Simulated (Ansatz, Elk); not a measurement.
# How far do independent atoms describe BaTl?

The structure of BaTl used here is made up (a known structure type with other elements) and was relaxed beforehand with r2SCAN. The aim is the Fourier transform of its all-electron density, F(hkl), set beside the sum over free spherical atoms that refinements use.

Program: Elk 11.2.3 (patched build). Level of theory: DFT, PBE, all-electron APW+lo, Dirac cores, scalar-relativistic bands, static density, no spin. Results are calculated unless marked as measured.

The structure was built from a prototype and need not be the compound's stable phase.

## Step 1: Starting point

The structure is cubic, space group Fd-3m (No. 227). The conventional cell has a = 8.400 Å, b = 8.400 Å, c = 8.400 Å, α = 90.00°, β = 90.00°, γ = 90.00°. Nearest to Tl lie 4 Tl at 3.64 Å and 4 Ba at 3.64 Å. Ba has 4 Ba at 3.64 Å and 4 Tl at 3.64 Å nearest. Farther neighbours are not listed.

## Step 2: Ground state and structure factors

An all-electron density is needed, since X-rays see the cores too. Task 0 finds the density and task 195 Fourier-transforms it; tshift is off so that phases refer to the origin typed.

Input file elk.in:

```
tasks
  0
  195

xctype
  20

spinpol
  .false.

rgkmax
  7.0

gmaxvr
  14.0

lmaxo
  7

lmaxapw
  8

swidth
  0.002

tshift
  .false.

ramdisk
  .false.

hmaxvr
  5.5

maxscl
  120

epspot
  1e-06

sppath
  './'

avec
  -0.00000000000 7.93688978001 7.93688978001
  7.93688978001 -0.00000000000 7.93688978001
  7.93688978001 7.93688978001 -0.00000000000

atoms
  2
  'Tl.in'
  2
  0.2500000000 0.2500000000 0.2500000000   0.000000 0.000000 0.000000
  0.0000000000 0.0000000000 -0.0000000000   0.000000 0.000000 0.000000
  'Ba.in'
  2
  0.7500000000 0.7500000000 0.7500000000   0.000000 0.000000 0.000000
  0.5000000000 0.5000000000 0.5000000000   0.000000 0.000000 0.000000

ngridk
  5 5 5
```

The run is started by

```
OMP_NUM_THREADS=4 elk
```

Numbers of over 12 decimals in the logs are rounded to 6 here.

The log of the run:

```text
┌─────────────────────────┐
│ Elk code version 11.2.3 │
└─────────────────────────┘

All units are atomic (Hartree, Bohr, etc.)

┌─────────────────────────────────────────────────┐
│ Ground-state run starting from atomic densities │
└─────────────────────────────────────────────────┘

Lattice vectors :
  -0.000000000       7.936889780       7.936889780
   7.936889780      -0.000000000       7.936889780
   7.936889780       7.936889780      -0.000000000

Reciprocal lattice vectors :
 -0.3958216305      0.3958216305      0.3958216305
  0.3958216305     -0.3958216305      0.3958216305
  0.3958216305      0.3958216305     -0.3958216305

Unit cell volume      :    999.9563520
Brillouin zone volume :   0.2480610408

Muffin-tin inner radius fraction :   0.1000000000E-01

Nuclei treated as point charges

Species : 1 (Tl)
 parameters loaded from : Tl.in
 name : thallium
 nuclear charge    :   -81.00000000
 electronic charge :    81.00000000
 atomic mass :    372567.9643
 muffin-tin radius :    2.800000000
 number of radial points in muffin-tin :   1393
 inner part over the whole radius :   0.9893942913E-02
 number on inner part of muffin-tin    :   1000
 approximate nuclear radius :   0.1043008296E-03
 number of mesh points to nuclear radius :    525
 atomic positions (lattice), magnetic fields (Cartesian) :
  1 :   0.25000000  0.25000000  0.25000000    0.00000000  0.00000000  0.00000000
  2 :   0.00000000  0.00000000  0.00000000    0.00000000  0.00000000  0.00000000

Species : 2 (Ba)
 parameters loaded from : Ba.in
 name : barium
 nuclear charge    :   -56.00000000
 electronic charge :    56.00000000
 atomic mass :    250331.8071
 muffin-tin radius :    2.800000000
 number of radial points in muffin-tin :   1393
 inner part over the whole radius :   0.9950032293E-02
 number on inner part of muffin-tin    :    996
 approximate nuclear radius :   0.9171481901E-04
 number of mesh points to nuclear radius :    504
 atomic positions (lattice), magnetic fields (Cartesian) :
  1 :  -0.25000000 -0.25000000 -0.25000000    0.00000000  0.00000000  0.00000000
  2 :   0.50000000  0.50000000  0.50000000    0.00000000  0.00000000  0.00000000

Total number of atoms per unit cell :    4
Total muffin-tin volume :    367.8092903
 ratio of muffin-tin to unit cell volume :   0.3678253451

Spin treatment :
 spin-unpolarised

Number of Bravais lattice symmetries :   48
Number of crystal symmetries         :   48
Crystal has no inversion symmetry
Complex Hermitian eigensolver will be used

k-point grid :      5     5     5
k-point offset :    0.000000000       0.000000000       0.000000000
k-point set is reduced with full crystal symmetry group
Total number of k-points :       10

Muffin-tin radius times maximum |G+k| :    7.000000000
 using average radius
Maximum |G+k| for APW functions       :    2.500000000
Maximum (1/2)|G+k|²                   :    3.125000000
Maximum |G| for potential and density :    14.00000000
Constant for pseudocharge density :   10
 order of it for each species :   17  17
 order of it for pair densities of each species (exact exchange by exxq0 0: 18) :   10  10
Radial integration step length :    1

G-vector grid sizes :     54    54    54
Number of G-vectors :    45911

Maximum angular momentum used for
 APW functions            :    8
 outer part of muffin-tin :    7
 inner part of muffin-tin :    2

Total nuclear charge    :   -274.0000000
Total core charge       :    196.0000000
Total valence charge    :    78.00000000
Total excess charge     :    0.000000000
Total electronic charge :    274.0000000

Effective Wigner radius, rₛ :   0.9550965811

Number of empty states         :     16
Total number of valence states :     56
Total number of core states    :    196

Third-order local-orbitals added for an l without core states : T
Total number of local-orbitals :     70

Exchange-correlation functional :     20     0     0
 Perdew-Burke-Ernzerhof, Phys. Rev. Lett. 77, 3865 (1996)
 gradient requirement :    1
[...]
Madelung                    :     -71106.251655322
 xc potential                :     -1516.2414408640
 exchange                    :     -1144.2302607013
 correlation                 :     -16.066426058491
 electron entropic           :    -0.13911905849718E-02
 total energy                :     -56857.520984720

Density of states at Fermi energy :    102.3358155
 (states/Hartree/unit cell)

Estimated indirect band gap :   0.1316476356E-02
 from k-point 8 to k-point 10
Estimated direct band gap   :   0.1347092982E-01
 at k-point 9

Charges :
 core                        :    196.0000000
 valence                     :    78.00000000
 interstitial                :    7.601852699
 muffin-tins (core leakage)
  species : 1 (Tl)
   atom 1                    :    79.46382475     (  0.3854629163E-04)
   atom 2                    :    79.46382475     (  0.3854629163E-04)
  species : 2 (Ba)
[...]
total in muffin-tins        :    266.3981473
 total calculated charge     :    273.9998312
 total charge                :    274.0000000
 error                       :   0.1687594734E-03

RMS change in Kohn-Sham potential (target) :   0.1679804096     (  0.1000000000E-05)
Absolute change in total energy (target)   :   0.7885581327     (  0.1000000000E-03)

[... loops 3 to 15 left out ...]

┌──────────────────┐
│ Loop number : 16 │
└──────────────────┘

Energies :
 Fermi                       :     0.231546
 sum of occupied eigenvalues :     -35077.360320482
 electron kinetic            :      64406.477012508
 core electron kinetic       :      63416.407028605
 Coulomb                     :     -120101.64431665
 Coulomb potential           :     -97965.827864156
 nuclear-nuclear             :     -4371.8006932717
 electron-nuclear            :     -133563.70814609
 Hartree                     :      17833.864522714
 Madelung                    :     -71118.730384569
 xc potential                :     -1518.0094688343
 exchange                    :     -1144.6477940537
 correlation                 :     -16.069740287384
 electron entropic           :    -0.12994442938860E-02
 total energy                :     -56855.886137924

Density of states at Fermi energy :    96.63557119
 (states/Hartree/unit cell)

Estimated indirect band gap :   0.2233026234E-02
 from k-point 8 to k-point 10
Estimated direct band gap   :   0.1192157356E-01
 at k-point 9

Charges :
 core                        :    196.0000000
 valence                     :    78.00000000
 interstitial                :    7.323120564
 muffin-tins (core leakage)
  species : 1 (Tl)
[...]
species : 2 (Ba)
[...]
total in muffin-tins        :    266.6768794
 total calculated charge     :    273.9998351
 total charge                :    274.0000000
 error                       :   0.1649081439E-03

RMS change in Kohn-Sham potential (target) :   0.6588556129E-08 (  0.1000000000E-05)
Absolute change in total energy (target)   :   0.2609698277E-04 (  0.1000000000E-03)

Convergence targets achieved

┌──────────────────┐
│ Loop number : 17 │
└──────────────────┘

Energies :
 Fermi                       :     0.231546
 sum of occupied eigenvalues :     -35077.360320394
 electron kinetic            :      64406.477012585
 core electron kinetic       :      63416.407028602
 Coulomb                     :     -120101.64431664
 Coulomb potential           :     -97965.827864032
 nuclear-nuclear             :     -4371.8006932717
 electron-nuclear            :     -133563.70814610
 Hartree                     :      17833.864522731
 Madelung                    :     -71118.730384622
 xc potential                :     -1518.0094689471
 exchange                    :     -1144.6477940565
 correlation                 :     -16.069740287228
 electron entropic           :    -0.12994443777309E-02
 total energy                :     -56855.886137841

Density of states at Fermi energy :    96.63557890
 (states/Hartree/unit cell)

Estimated indirect band gap :   0.2233026371E-02
 from k-point 8 to k-point 10
Estimated direct band gap   :   0.1192157280E-01
 at k-point 9

Charges :
 core                        :    196.0000000
 valence                     :    78.00000000
 interstitial                :    7.323120558
 muffin-tins (core leakage)
  species : 1 (Tl)
[...]
atom 2                    :    79.61503423     (  0.3648607694E-04)
  species : 2 (Ba)
   atom 1                    :    53.72340549     (  0.5051132163E-05)
   atom 2                    :    53.72340549     (  0.5051132163E-05)
 total in muffin-tins        :    266.6768794
 total calculated charge     :    273.9998351
 total charge                :    274.0000000
 error                       :   0.1649081440E-03

┌──────────────────────────────┐
│ Self-consistent loop stopped │
└──────────────────────────────┘

Wrote STATE.OUT
```

It took 26 s on 4 threads of Intel Xeon Platinum 8559C (Emerald Rapids), shared host; peak memory 0.26 GiB; 54 s of CPU time.

SFACRHO.OUT:

```text

h k l indices transformed by vhmat matrix:
   1.000000000       0.000000000       0.000000000    
   0.000000000       1.000000000       0.000000000    
   0.000000000       0.000000000       1.000000000    

      h      k      l  multipl.   |H|            Re(F)            Im(F)           |F|

      0      0      0      1   0.0000000       274.00000      0.53008054E-15   274.00000    
      0      1      0      4  0.68558317       25.537357       25.537357       36.115277    
      0     -1      0      4  0.68558317       25.537357      -25.537357       36.115277    
      1      0      1      6  0.79164326       0.0000000     -0.58897937E-14  0.58897937E-14
     -2     -1     -1     12   1.1195526       235.88216     -0.75126384E-13   235.88216    
      1      0      2     12   1.3127918       24.146976      -24.146976       34.148982    
     -2     -1      0     12   1.3127918       24.146976       24.146976       34.148982    
      0     -2      0      4   1.3711663     -0.69385910E-14  0.41279302E-01  0.41279302E-01
      0      0      2      4   1.3711663     -0.69385910E-14 -0.41279302E-01  0.41279302E-01
      0     -2     -2      6   1.5832865       215.64838      0.26097125E-13   215.64838    
      2     -1      0     12   1.7253465       23.076218       23.076218       32.634700    
      0      1     -2     12   1.7253465       23.076218      -23.076218       32.634700    
     -2     -1      1     24   1.7701681       0.0000000      0.69276670E-14  0.69276670E-14
      1      1     -2     12   1.9391220       201.15273      0.37242413E-14   201.15273    
      3      0      1     12   1.9391220       201.15273     -0.24506982E-13   201.15273    
      3      0      0      4   2.0567495       22.215917      -22.215917       31.418051    
     -3     -2      0     12   2.0567495       22.138621      -22.138621       31.308738    
     -3     -3     -1     12   2.0567495       22.138621       22.138621       31.308738
```

Elk indexes on the primitive cell of elk.in and gives |H| = 4π sin θ/λ in inverse bohr. Below, one row stands for each form hkl of the conventional cell (m members, Friedel mates merged), F is for one primitive cell and the density is static (no thermal factor). Free-atom factors are Waasmaier and Kirfel's, and R is Σm||F|−|F'||/Σm|F|.

```tsv
hkl	m	sin θ/λ (Å⁻¹)	abs F, DFT	neutral atoms	diff.	abs of complex diff.
111	8	0.103	36.115	36.259	-0.144	0.144
200	6	0.119	0.000	0.000	+0.000	0.000
220	12	0.168	235.882	236.136	-0.254	0.254
311	24	0.197	34.149	34.351	-0.202	0.202
222	8	0.206	0.041	0.000	+0.041	0.041
400	6	0.238	215.648	215.850	-0.202	0.202
331	24	0.260	32.635	32.785	-0.150	0.150
420	24	0.266	0.000	0.000	+0.000	0.000
422	24	0.292	201.153	201.283	-0.130	0.130
333	8	0.309	31.418	31.369	+0.049	0.049
511	24	0.309	31.309	31.369	-0.061	0.061
440	12	0.337	189.966	190.035	-0.069	0.069
531	48	0.352	30.085	30.076	+0.009	0.009
442	24	0.357	0.034	0.000	+0.034	0.034
```

## Step 3: The highest occupied states alone

An energy window below the Fermi level keeps the highest occupied states, to see at which angles they scatter; shallow core shells can lie inside it and anion s states outside. No new self-consistency is needed.

elk.in, as its differences from that of step 2:

```diff
@@ -1,3 +1,2 @@
 tasks
-  0
   195
@@ -40,2 +39,5 @@
 
+wsfac
+  -0.319690 0.531550
+
 sppath
```

The run is started by

```
OMP_NUM_THREADS=4 elk
```

The log of the run:

```text
┌─────────────────────────────────┐
│ Elk code version 11.2.3 started │
└─────────────────────────────────┘

Info(readinput): the functional depends on the density's gradient
 muffin-tin radial points multiplied by    2.00000
 (not where nrmtscf is given)

┌────────────────────┐
│ Current task : 195 │
└────────────────────┘

Info(sfacrho): density structure factors written to SFACRHO.OUT

 Energy window :  -0.3196900000      0.5315500000

┌──────────────────┐
│ Elk code stopped │
└──────────────────┘
```

It took 12 s on 4 threads; peak memory 0.18 GiB.

States within 15 eV below the Fermi level hold 42.00 electrons; any levels below the window count with the cores. Their amplitudes can exceed the total, where window and core parts have opposite phase:

```tsv
hkl	sin θ/λ (Å⁻¹)	abs F, window	abs F, all
111	0.103	7.547	36.115
200	0.119	0.000	0.000
220	0.168	17.773	235.882
311	0.197	5.250	34.149
222	0.206	0.045	0.041
400	0.238	9.226	215.648
331	0.260	3.802	32.635
420	0.266	0.000	0.000
422	0.292	4.770	201.153
333	0.309	2.851	31.418
```

[end of part 1 of 2]

[Logs are printed without paths, hosts, clocks, repeated set-up lines and the standing remarks that a program may print on its own settings, such as how far it seeks lower states.]

[Hosts, paths, dates, database ids (printed as entryN), source tags and the programs' standing remarks are cut or masked in the printed files.]
